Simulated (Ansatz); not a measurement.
## Where K_Be puts its levels in the gap of KLuBeF6 (P2_1/m)

Wanted: the transition levels of a antisite in KLuBeF6 (P2_1/m), from a cell of 72 host atoms with 1 Be taken out and 1 K put in.

Main program and level: Ansatz 0.2.0; place-levels on PBEsol runs: charge-transition levels and formation energies with image-charge correction and potential alignment at the atomic sites.

## (1) Starting point

The cell holds 72 atoms: 9 K, 8 Lu, 7 Be and 48 F. Cell: a = 12.445 Å, b = 9.289 Å, c = 12.445 Å, α = 110.7°, β = 125.4°, γ = 102.2°. It derives from KLuBeF6 (space group P2_1/m). Nearest the centre at fractional (0.394, 0.654, 0.509): K22 at 0.00 Å, F46 at 1.53 Å, F30 at 1.56 Å, F34 at 1.56 Å, F70 at 1.56 Å, F28 at 3.22 Å, F38 at 3.22 Å, K4 at 3.31 Å.

Screening for the image-charge correction: ε∞ = (2.22, 2.28, 2.23), ε0 = principal values (7.38, 8.19, 8.59), from a response run on this crystal (DFPT, PBEsol) at that run's own cell.

The cell's shortest repeat is 9.3 Å.

## (2) What was run first

Levels follow from differences of total energies between charge states, each relaxed by itself.

Random displacements of about 0.05 Å break the site symmetry at the start, so that the relaxation can reach a distorted minimum if there is one. Forces are taken at one point at (¼, ¼, ¼). The cell holds 1 electron more than the neutral one, with a uniform background that keeps it neutral on the whole.

The sampling was tested on the host first: at the k-points planned (1x1x1 shifted 0.25 0.25 0.25) its energy lies 0.000 eV an atom from the dense-mesh value, under the bound of 0.02 eV set for this test; that bounds the host's error, not the defect's.

One of the inputs; charge, spin and start change from state to state.

Input file qm1.relax/input.yaml:

```yaml
crystal:
  lattice:
    - [-9.03303097, 5.70833172, 6.38007801]
    - [3.5995583, -5.70833172, 6.38332365]
    - [9.03303097, 5.70833172, -6.38007801]
  atoms:
    - { symbol: K, position: [0.27262887, 0.36309454, 0.84046567] }
    - { symbol: K, position: [0.27262887, 0.86309454, 0.34046567] }
[... 1 atom line left out ...]
    - { symbol: K, position: [0.77262887, 0.86309454, 0.84046567] }
[... 1 atom line left out ...]
    - { symbol: K, position: [0.22737113, 0.63690546, 0.65953433] }
[... 2 atom lines left out ...]
    - { symbol: Lu, position: [0.4641028, 0.39469752, 0.68059472] }
[... 1 atom line left out ...]
    - { symbol: Lu, position: [0.9641028, 0.39469752, 0.18059472] }
[... 3 atom lines left out ...]
    - { symbol: Lu, position: [0.5358972, 0.10530248, 0.81940528] }
    - { symbol: Lu, position: [0.5358972, 0.60530248, 0.31940528] }
[... 5 atom lines left out ...]
    - { symbol: Be, position: [0.39417261, 0.65361795, 0.50944534] }
[... 5 atom lines left out ...]
    - { symbol: F, position: [0.56323747, 0.9130758, 0.88105973] }
[... 1 atom line left out ...]
    - { symbol: F, position: [0.43676253, 0.5869242, 0.61894027] }
[... 3 atom lines left out ...]
    - { symbol: F, position: [0.21798393, 0.5869242, 0.40016168] }
[... 3 atom lines left out ...]
    - { symbol: F, position: [0.28201607, 0.9130758, 0.59983832] }
[... 2 atom lines left out ...]
    - { symbol: F, position: [0.07760853, 0.42376658, 0.09615804] }
[... 1 atom line left out ...]
    - { symbol: F, position: [0.57760853, 0.42376658, 0.59615804] }
[... 2 atom lines left out ...]
    - { symbol: F, position: [0.42239147, 0.57623342, 0.40384196] }
[... 2 atom lines left out ...]
    - { symbol: F, position: [0.26852945, 0.1787444, 0.41190196] }
[... 6 atom lines left out ...]
    - { symbol: F, position: [0.73147055, 0.8212556, 0.58809804] }
[... 1 atom line left out ...]
    - { symbol: F, position: [0.48315757, 0.8212556, 0.33978505] }
[... 2 atom lines left out ...]
    - { symbol: F, position: [0.01684243, 0.1787444, 0.16021495] }
[... 8 atom lines left out ...]
    - { symbol: F, position: [0.49641824, 0.8677335, 0.62131526] }
[... 1 atom line left out ...]
    - { symbol: F, position: [0.99641824, 0.8677335, 0.12131526] }
  supercell: [1, 1, 1]
  defects: [{ substitution: { at: 21, symbol: K } }]
total_charge: -1
basis:
  ecutwfc: 420
  xc_grid: 2
hamiltonian:
  xc: pbesol
kpoints:
  mp_grid: { grid: [1, 1, 1], shift: [0.25, 0.25, 0.25] }
scf:
  occupations: { method: fixed }
  max_iter: 100
output:
  forces: true
  charged_corrections:
    epsilon: [2.22, 2.28, 2.23]
    static_epsilon: [[7.77, 0.0, 0.57], [0.0, 8.19, 0.0], [0.57, 0.0, 8.2]]
relax:
  f_tol: 0.02
  max_steps: 80
  random_displacement: { amplitude: 0.05, seed: 447 }
checkpoint:
  write: "../qm1.relax.run"
  compress: false
  write_wavefunctions: true
  write_every: 100000
```

The run is started by

```
ansatz run input.yaml --threads 4 --pin off --max-ram 7536MiB --backend cpu --events-out ev --progress --plain --runs-dir out
```

Defect states can disperse in a cell of this size, so the energy is taken again at a 2×2×2 shifted mesh, on the relaxed structure.

The run of this state that the levels use, under PBEsol:

Input file qm1.point/input.yaml:

```yaml
crystal:
  checkpoint: "../qm1.relax.run"
  host: checkpoint
total_charge: -1
basis:
  ecutwfc: 420
  xc_grid: 2
hamiltonian:
  xc: pbesol
kpoints:
  mp_grid: { grid: [2, 2, 2], shift: [0.5, 0.5, 0.5] }
scf:
  occupations: { method: fermi_dirac, width: 0.01 }
  max_iter: 100
output:
  forces: true
  eigenvalues: true
  charged_corrections:
    epsilon: [2.22, 2.28, 2.23]
    static_epsilon: [[7.77, 0.0, 0.57], [0.0, 8.19, 0.0], [0.57, 0.0, 8.2]]
    defect_position: [0.394173, 0.653618, 0.509445]
  eigenstates: { localisation: true }
  populations: true
  band_densities: [{ bands: [v1, v1] }, { bands: [c1, c1] }]
  write_density: true
  write_potential: true
  volumetric_format: npy
  elf: true
checkpoint:
  read: "../qm1.relax.run"
  write: "../qm1.point.run"
  compress: false
  write_wavefunctions: false
  write_every: 100000
```

Relaxations under PBEsol at one point at (¼, ¼, ¼); times on 4 threads of Intel Xeon 6975P-C (Granite Rapids), shared host:

| charge | moment (μB) | occupations | outcome | steps | largest displacement against the far atoms (Å) | time |
| --- | --- | --- | --- | --- | --- | --- |
| −1 | 0 | fixed | converged | 13 | 1.80 | 2.4 min |
| 0 | 1 | fixed | converged | 15 | 1.46 | 9.3 min |

Single points under PBEsol at a 2×2×2 shifted mesh; times on 4 threads of Intel Xeon 6975P-C (Granite Rapids), shared host:

| charge | moment (μB) | occupations | outcome | time |
| --- | --- | --- | --- | --- |
| −1 | 0 | fermi-dirac | converged | 75 s |
| 0 | 1 | fermi-dirac | converged | 3.9 min |

Distances (Å) from K22 to the nearest atoms after relaxation with PBEsol:

| charge | moment (μB) | 1. | 2. | 3. | 4. | 5. | 6. |
| --- | --- | --- | --- | --- | --- | --- | --- |
| −1 | 0 | F 2.33 | F 2.33 | F 2.35 | F 2.40 | F 2.89 | F 2.89 |
| 0 | 1 | F 2.33 | F 2.33 | F 2.35 | F 2.45 | F 2.60 | F 2.74 |

## (3) Levels against the band edges, PBEsol

A charged cell interacts with its images and the background, and its potential has another zero than the host's. place-levels removes the first by a point-charge model, screened by the static dielectric constant since the ions have relaxed around the charge, and the second by comparing potentials at atoms far from the defect.

The host is a run of the defect-free crystal in the same cutoffs, grids and k-points, so that basis and sampling errors cancel in part in the differences. Its band edges come from a run of the primitive cell that searches the zone for them. Chemical potentials are energies per atom of Be (hcp) and K (bcc), run with the same functional and cutoff.

Input file levels.point.yaml:

```yaml
host:
  run: host.point.run
  levels_from: { run: edges.point.run }
states: [qm1.point.run, q0_M1.point.run]
geometry_from:
  qm1.point.run: qm1.relax.run
  q0_M1.point.run: q0_M1.relax.run
  host.point.run: host.relax.run
chemical_potentials:
  Be:
    energy: -90.352386
    dataset: <sha256 of the dataset>
  K:
    energy: -1516.029766
    dataset: <sha256 of the dataset>
epsilon: [2.22, 2.28, 2.23]
static_epsilon:
  - [7.77, 0.0, 0.57]
  - [0.0, 8.19, 0.0]
  - [0.57, 0.0, 8.2]
vertical:
  - { from: qm1.point.run, to: qm1.point_neutral.run }
```

The run is started by

```
ansatz place-levels levels.point.yaml -- --threads 4 --pin off --max-ram 7536MiB
```

Numbers of over 12 decimals in the logs are rounded to 6 here.

The log of the run:

```text
[... repeated set-up lines and file paths are left out, and long positions are rounded to six places ...]
(0/-1) 0.426 eV above the valence edge, 6.665 eV under the conduction edge
formation energy of charge 0: +6.631 eV with the Fermi level at the valence edge
formation energy of charge -1: +7.056 eV with the Fermi level at the valence edge
vertical -1 to 0: no energy, since no alignment is typed
  the change from vertical[0].from (qm1.point.run) to vertical[0].to (qm1.point_neutral.run): by its potential at epsilon [2.22, 2.28, 2.23] it stands at 0.439 0.482 0.476, with an rms radius of about 3.8 Å (2.1 1.6 2.7 Å across the planes of the cell's [...]
  edges by pbesol of host.levels_from (edges.point.run), its mesh sampled to repeats of 28.54 Å (the valence edge +0.001 eV and the conduction edge -0.382 eV from those of the host's own run), gap 7.091 eV; the host is sampled to repeats of 22.83 Å
  the defect's cells are sampled to repeats of 22.83 Å, like sampling
  charge 0: +0.000 eV for its dipole among its images, +0.000 omitted
  states[1] (q0_M1.point.run): levels filled in part (TS 0.005 eV): its energy is of no whole electron's
  charge -1: -169701.7472 eV with its correction of +0.042 eV, at epsilon [[7.77, 0, 0.57], [0, 8.19, 0], [0.57, 0, 8.2]], aligned at sites: +0.2149 eV, mean over 35 atomic sites at or beyond 4.64 Å from the defect at [0.3942, 0.6536, 0.5094], with +0.000000 [...]
  of states[0] (qm1.point.run): it parts from the run at its places by a charge that spreads by about 2.7 Å along one vector (1.4 Å or more is wide), by its potential at epsilon [2.22, 2.28, 2.23], taken for that of held ions (one typed too small widens it), [...]
  of vertical[0].from (qm1.point.run): it parts from the run at its places by a charge that spreads by about 2.7 Å along one vector (1.4 Å or more is wide), by its potential at epsilon [2.22, 2.28, 2.23], taken for that of held ions (one typed too small [...]
  vertical[0].to (qm1.point_neutral.run): levels filled in part (TS 0.016 eV): its energy is of no whole electron's
```

The job ended after 0.23 s (4 threads of Intel Xeon 6975P-C (Granite Rapids), shared host).

Under PBEsol the gap is 7.09 eV, (0/−1) 0.43 eV.

Levels between the charges placed, in eV above the valence top:

|  | gap (eV) | (0/−1) |
| --- | --- | --- |
| PBEsol | 7.09 | 0.43 |

Corrections by state:

| charge | moment (μB) | image terms and alignment (eV) | band filling (eV) | ε used | over the lowest of its charge, as the program ranks them, band filling apart (eV) |
| --- | --- | --- | --- | --- | --- |
| 0 | 1.0 | 0.000 | - | - | 0.000 |
| −1 | 0.0 | 0.042 | - | principal values (7.38, 8.19, 8.59) | 0.000 |

The charged structures listed were also run neutral, and place-levels reads from each pair, by the potential or the spins, how wide the charge is by which they differ; that can be the carrier of either run.

| charge | rms radius (Å) | spread where it is widest against the cell (Å) | wide from (Å) | reading |
| --- | --- | --- | --- | --- |
| −1 | 3.8 | 2.66 | 1.41 | wide |

The neutral runs of these pairs need not share the spin of the lowest neutral state, and very wide values only mean spread over the cell.

From the program's caveats on the states, each cut to its opening words:

- charge −1: it parts from the run at its places by a charge that spreads by about 2.7 Å along one vector (1.4 Å or more is wide), by its potential at epsilon [2.22, 2.28, [...]
- charge −1: its alignment with the host at atomic sites is doubtful: the mean over the far sites moves by +0.0662 eV from their farther parts to their nearer, more than [...]

Chemical potentials of the elements' reference phases, run alike. Formation energy by charge state (elemental references; gap 7.09 eV):

| charge | at valence top (eV) | at conduction bottom (eV) | correction included (eV) |
| --- | --- | --- | --- |
| 0 | 6.63 | 6.63 | 0.00 |
| −1 | 7.06 | -0.03 | 0.04 |

```
Fermi level (eV)  lowest formation energy (eV)
            0.00                          6.63
            0.64                          6.41
            1.29                          5.77
            1.93                          5.12
            2.58                          4.48
            3.22                          3.84
            3.87                          3.19
            4.51                          2.54
            5.16                          1.90
            5.80                          1.25
            6.45                          0.61
            7.09                         -0.03
```

## (4) Effect of the sampling

The relaxations' own energies give the levels at their sampling, for comparison.

Input file levels.relax_mesh.yaml:

```yaml
host:
  run: host.relax.run
  levels_from: { run: edges.relax.run }
states: [qm1.relax.run, q0_M1.relax.run]
chemical_potentials:
  Be:
    energy: -90.352386
    dataset: <sha256 of the dataset>
  K:
    energy: -1516.029766
    dataset: <sha256 of the dataset>
```

The run is started by

```
ansatz place-levels levels.relax_mesh.yaml -- --threads 4 --pin off --max-ram 7536MiB
```

The log of the run:

```text
(0/-1) 0.420 eV above the valence edge, 6.670 eV under the conduction edge
formation energy of charge 0: +6.636 eV with the Fermi level at the valence edge
formation energy of charge -1: +7.057 eV with the Fermi level at the valence edge
  edges by pbesol of host.levels_from (edges.relax.run), its mesh sampled to repeats of 28.54 Å (the valence edge +0.068 eV and the conduction edge -0.866 eV from those of the host's own run), gap 7.091 eV; the host is sampled to repeats of 14.66 Å
[... the lines on each state left out ...]
```

Wall time 0.1 s (4 threads).

Levels between neighbouring charges, in eV above the valence top:

|  | gap (eV) | (0/−1) |
| --- | --- | --- |
| one point at (¼, ¼, ¼) | 7.09 | 0.42 |
| a 2×2×2 shifted mesh | 7.09 | 0.43 |

Going from one point at (¼, ¼, ¼) to a 2×2×2 shifted mesh moves the levels that carry no band-filling term by up to 0.01 eV and formation energies against the elements by up to 0.01 eV.

## (5) place-levels, r2SCAN

r2SCAN on the same structure is run to see how far the result rests on the functional, though not on the errors that semilocal functionals share; the sampling changes too, to one point at (¼, ¼, ¼), so differences hold both changes.

qm1.r2scan/input.yaml, as its differences from qm1.point/input.yaml of step 2:

```diff
@@ -5,8 +5,8 @@
 basis:
-  ecutwfc: 420
+  ecutwfc: 500
   xc_grid: 2
 hamiltonian:
-  xc: pbesol
+  xc: r2scan
 kpoints:
-  mp_grid: { grid: [2, 2, 2], shift: [0.5, 0.5, 0.5] }
+  mp_grid: { grid: [1, 1, 1], shift: [0.25, 0.25, 0.25] }
 scf:
@@ -29,4 +29,3 @@
 checkpoint:
-  read: "../qm1.relax.run"
-  write: "../qm1.point.run"
+  write: "../qm1.r2scan.run"
   compress: false
```

Elapsed: 30 s, on 4 threads; peak memory 2.9 GiB.

Input file levels.r2scan.yaml:

```yaml
host:
  run: host.r2scan.run
  levels_from: { run: edges.r2scan.run }
states: [qm1.r2scan.run, q0_M1.r2scan.run]
geometry_from:
  qm1.r2scan.run: qm1.relax.run
  q0_M1.r2scan.run: q0_M1.relax.run
  host.r2scan.run: host.relax.run
chemical_potentials:
  Be:
    energy: -93.339207
    dataset: <sha256 of the dataset>
  K:
    energy: -1542.480493
    dataset: <sha256 of the dataset>
```

The run is started by

```
ansatz place-levels levels.r2scan.yaml -- --threads 4 --pin off --max-ram 7536MiB
```

The log of the run:

```text
(0/-1) 0.266 eV above the valence edge, 7.509 eV under the conduction edge
formation energy of charge 0: +7.238 eV with the Fermi level at the valence edge
formation energy of charge -1: +7.504 eV with the Fermi level at the valence edge
  edges by r2scan of host.levels_from (edges.r2scan.run), its mesh sampled to repeats of 28.54 Å (the valence edge +0.055 eV and the conduction edge -0.807 eV from those of the host's own run), gap 7.775 eV; the host is sampled to repeats of 14.66 Å
[... the lines on each state left out ...]
```

Run time: 0.15 s. Hardware: 4 threads.

Under r2SCAN the gap is 7.77 eV, (0/−1) 0.27 eV.

## (6) What a wrong or other choice does

The levels are placed again with one choice changed, to see how much they rest on it.

levels.try0.yaml is levels.point.yaml with these lines changed:

```diff
-epsilon: [2.22, 2.28, 2.23]
-static_epsilon:
-  - [7.77, 0.0, 0.57]
-  - [0.0, 8.19, 0.0]
-  - [0.57, 0.0, 8.2]
+epsilon: 500.0
+static_epsilon: 500.0
```

The run is started by

```
ansatz place-levels levels.try0.yaml -- --threads 4 --pin off --max-ram 7536MiB
```

The log of the run:

```text
(0/-1) 0.276 eV above the valence edge, 6.815 eV under the conduction edge
formation energy of charge 0: +6.631 eV with the Fermi level at the valence edge
formation energy of charge -1: +6.906 eV with the Fermi level at the valence edge
vertical -1 to 0: no energy, since no alignment is typed
[...]
[... the lines on each state left out ...]
```

The change: a very large dielectric constant, which removes the point-charge term and changes the alignment.

Levels in eV above the valence top; the changed ones are not the defect's:

|  | gap (eV) | (0/−1) |
| --- | --- | --- |
| changed | 7.09 | 0.28 |
| as set up | 7.09 | 0.43 |

The largest shift is 0.15 eV.

## (7) Cost and result

Levels between neighbouring charges, in eV above each run's own valence top:

|  | gap (eV) | (0/−1) | CPU time a state at this stage (restarts are quicker than cold starts) |
| --- | --- | --- | --- |
| PBEsol, 2×2×2 shifted mesh | 7.09 | 0.43 | 10 min |
| r2SCAN on PBEsol structures, (¼, ¼, ¼) | 7.77 | 0.27 | 6.3 min |

## (8) Summary of results

```json
{
  "gap of the host": "7.09 eV (PBEsol)",
  "level (0/minus 1)": "0.43 eV above the valence top",
  "lowest of the charges placed, just above the valence top (0.02 eV)": "0",
  "lowest of the charges placed, just below the conduction bottom (0.02 eV)": "−1",
  "lowest formation energy at mid-gap of the charges run, elemental references": "3.51 eV"
}
```

Of the charges placed (−1 and 0), the lowest changes at 0.43 eV (0/−1) above the valence top, in a gap of 7.09 eV. Charges above 0 and below −1 were not placed, so these runs say nothing of levels that involve them. States placed: 0 at 1 μB; −1 at 0 μB. Other spin states or structures, where not listed, weren't placed. At charge −1 and 0 the atom put in ends up to 0.9 Å from its starting place, so the name tells the start alone and the levels can join different sites. Going from one point at (¼, ¼, ¼) to a 2×2×2 shifted mesh moves the levels that carry no band-filling term by up to 0.01 eV and formation energies against the elements by up to 0.01 eV. The program doubts the alignment of potentials for at least one state, a sign that the cell is small. Limits: PBEsol makes the gap too small and tends to spread out bound carriers; where a gas molecule sets a chemical potential or the host's formation energy, its binding is uncorrected; spin–orbit coupling, which can matter with heavy atoms, is left out.

[Logs are printed without paths, hosts, clocks, repeated set-up lines and the standing remarks that a program may print on its own settings, such as how far it seeks lower states.]

[Hosts, paths, dates, database ids (printed as entryN), source tags and the programs' standing remarks are cut or masked in the printed files.]

[Where a table of states has a column of steps, it counts the stored structures, which are thinned; the runs took as many ionic steps or more.]

[A defect's name tells the site on which it was built; relaxed atoms can leave that site.]

[For some hosts the program warned that the k-mesh of the response run may be too coarse for force constants and the static dielectric constant; such warnings are not shown here.]
